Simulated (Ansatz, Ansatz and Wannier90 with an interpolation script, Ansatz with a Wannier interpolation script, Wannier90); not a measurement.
Planning a run of Ansatz 0.2.0 on MgO (Immm). The input:

```yaml
crystal:
  lattice:
    - [-1.4946812496, -2.1137985018, 1.5143862627]
    - [1.4946812496, -2.1137985018, 1.5143862627]
    - [0.0, -3.6e-09, 3.0287725305]
  atoms:
    - { symbol: Mg, position: [0.0, 0.0, 0.0] }
    - { symbol: O, position: [0.5, 0.5, 0.5] }
kpoints:
  mp_grid: { grid: [8, 8, 8] }
hamiltonian:
  xc: lda
scf:
  occupations: { method: fixed }
gw:
  n_empty_bands: 79
  ecut_chi: 150.0
  qp_bands: [v3, c1]
  screening: { model: contour_deformation }
```

The database entry behind the starting cell lists a temperature of 1305 K, so it need not match the best structure at ambient conditions.

```sh
ansatz run input.yaml --threads 8 --pin off --max-ram 18432MiB --backend cpu --events-out ev --progress --plain --runs-dir out
```

How long will it take on 8 threads of Arm Neoverse V2, shared host, and how much memory?

It took 3.7 min; on shared hardware allow 1.8 min to 7.3 min. Peak host memory was 0.39 GiB. The sizes that set the cost: 343 plane waves a state, 95 irreducible k points, 87 bands summed, 65 plane waves in the screening and 6 SCF cycles.

The screening grows as filled bands × empty bands × pairs of k points, times the square of the screening basis for the matrix.

[Paths, hosts, dates, memory and timing lines, banners, echoed tables and standing remarks are left out of the program output.]

[Logs are printed without paths, hosts, clocks, repeated set-up lines and the standing remarks that a program may print on its own settings, such as how far it seeks lower states.]

[Runs of the session that timed out or met a known fault of the program may be left out.]

[Hosts, paths, dates, database ids (printed as entryN), source tags and the programs' standing remarks are cut or masked in the printed files.]
